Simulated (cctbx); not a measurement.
## Accept or mend?

Cell a = 16.7960 Å, b = 13.9450 Å, c = 11.0010 Å, α = 90.00°, β = 126.24°, γ = 90.00°; space group C2/c (no. 15).

The data are simulated with cctbx, not measured: Mo Kα, λ = 0.71073 Å, to d = 0.75 Å, 80 % of the full sphere, strongest reflection 70000 counts, noise from counting, a 3 % proportional error and a noise floor of 8 counts (s.d.); no absorption, and some extinction, which the refinements don't model.

An anisotropic refinement with weights 1/σ² prints:

```text
Rint 0.022, 2579 unique reflections to 0.75 A
cycle     R1     wR2    GooF  max shift (A)
   1  0.0216  0.0608   2.388   0.00027
   2  0.0136  0.0380   1.494   0.00000
final R1 0.0136 wR2 0.0380 GooF 1.494  parameters 70  data/parameter 36.8
atom        x        y        z      Ueq    occ   su(xyz)  su(Uiso or U11)
Nd1    0.00000  0.21070  0.25000   0.0067  1.000  0.00001  0.0001
Zr1    0.20521  0.56901  0.33110   0.0044  1.000  0.00002  0.0001
Br1    0.38200  0.55309  0.05218   0.0059  1.000  0.00003  0.0001
Br2    0.87958  0.37908  0.21257   0.0047  1.000  0.00002  0.0001
Br3    0.00000  0.60279  0.25000   0.0052  1.000  0.00002  0.0001
Br4    0.25000  0.75000  0.50000   0.0044  1.000  0.00000  0.0001
Br5    0.11060  0.70931  0.07249   0.0062  1.000  0.00003  0.0001
Br6    0.21081  0.47019  0.10613   0.0060  1.000  0.00002  0.0001
Br7    0.88042  0.15190  0.35180   0.0060  1.000  0.00003  0.0001
difference map: max 0.49 min -2.68 rms 0.15
Q1    0.1096  0.0524  0.3826    8    0.50  0.64 A from Br1
Q2    0.0722  0.2075  0.3305    8    0.49  0.99 A from Nd1
Q3    0.9938  0.1805  0.1622    8    0.48  1.00 A from Nd1
Q4    0.1411  0.4212  0.8981    8    0.47  1.63 A from Zr1
Q5    0.0598  0.0622  0.9184    8    0.46  1.81 A from Br1
Q6    0.0166  0.2334  0.7171    8    0.44  2.35 A from Br3
```

Q: Accept it or mend it, and why?

Mend it. The fault: wrong element: Nd1 is Ce. Against the right model at the same level, R1 goes from 0.0099 to 0.0136 and GooF from 0.95 to 1.49 and a hole of -2.7 e/Å³ opens. Nd1 has 2 electrons too many and its U swells to shed them, as expected (near an absorption edge f′ can widen the mismatch well beyond the difference in Z).

The compound is CeZr2Br12. The right model at the same level gives:

```text
Rint 0.022, 2579 unique reflections to 0.75 A
cycle     R1     wR2    GooF  max shift (A)
   1  0.0099  0.0245   0.963   0.00008
   2  0.0099  0.0243   0.955   0.00000
final R1 0.0099 wR2 0.0243 GooF 0.955  parameters 70  data/parameter 36.8
atom        x        y        z      Ueq    occ   su(xyz)  su(Uiso or U11)
Ce1    0.00000  0.21070  0.25000   0.0052  1.000  0.00001  0.0001
Zr1    0.20522  0.56901  0.33112   0.0049  1.000  0.00002  0.0001
Br1    0.38199  0.55309  0.05219   0.0064  1.000  0.00002  0.0001
Br2    0.87959  0.37909  0.21257   0.0052  1.000  0.00002  0.0001
Br3    0.00000  0.60280  0.25000   0.0057  1.000  0.00001  0.0001
Br4    0.25000  0.75000  0.50000   0.0049  1.000  0.00000  0.0001
Br5    0.11060  0.70932  0.07249   0.0067  1.000  0.00002  0.0001
Br6    0.21081  0.47019  0.10612   0.0065  1.000  0.00002  0.0001
Br7    0.88041  0.15190  0.35181   0.0065  1.000  0.00002  0.0001
difference map: max 0.46 min -0.56 rms 0.12
Q1    0.1404  0.4219  0.8994    8    0.48  1.65 A from Zr1
Q2    0.0803  0.2265  0.1145    8    0.43  1.17 A from Br7
Q3    0.0586  0.0620  0.9166    8    0.43  1.81 A from Br1
Q4    0.0172  0.2324  0.7193    8    0.42  2.37 A from Br3
Q5    0.9941  0.0222  0.9950    8    0.42  2.35 A from Br1
Q6    0.2349  0.4377  0.2369    8    0.40  1.32 A from Br6
```

This is a model crystal, built by substitution and not relaxed, with assumed displacement parameters.

[Middle refinement cycles are left out of these outputs.]

[Logs are printed without paths, hosts, clocks, repeated set-up lines and the standing remarks that a program may print on its own settings, such as how far it seeks lower states.]
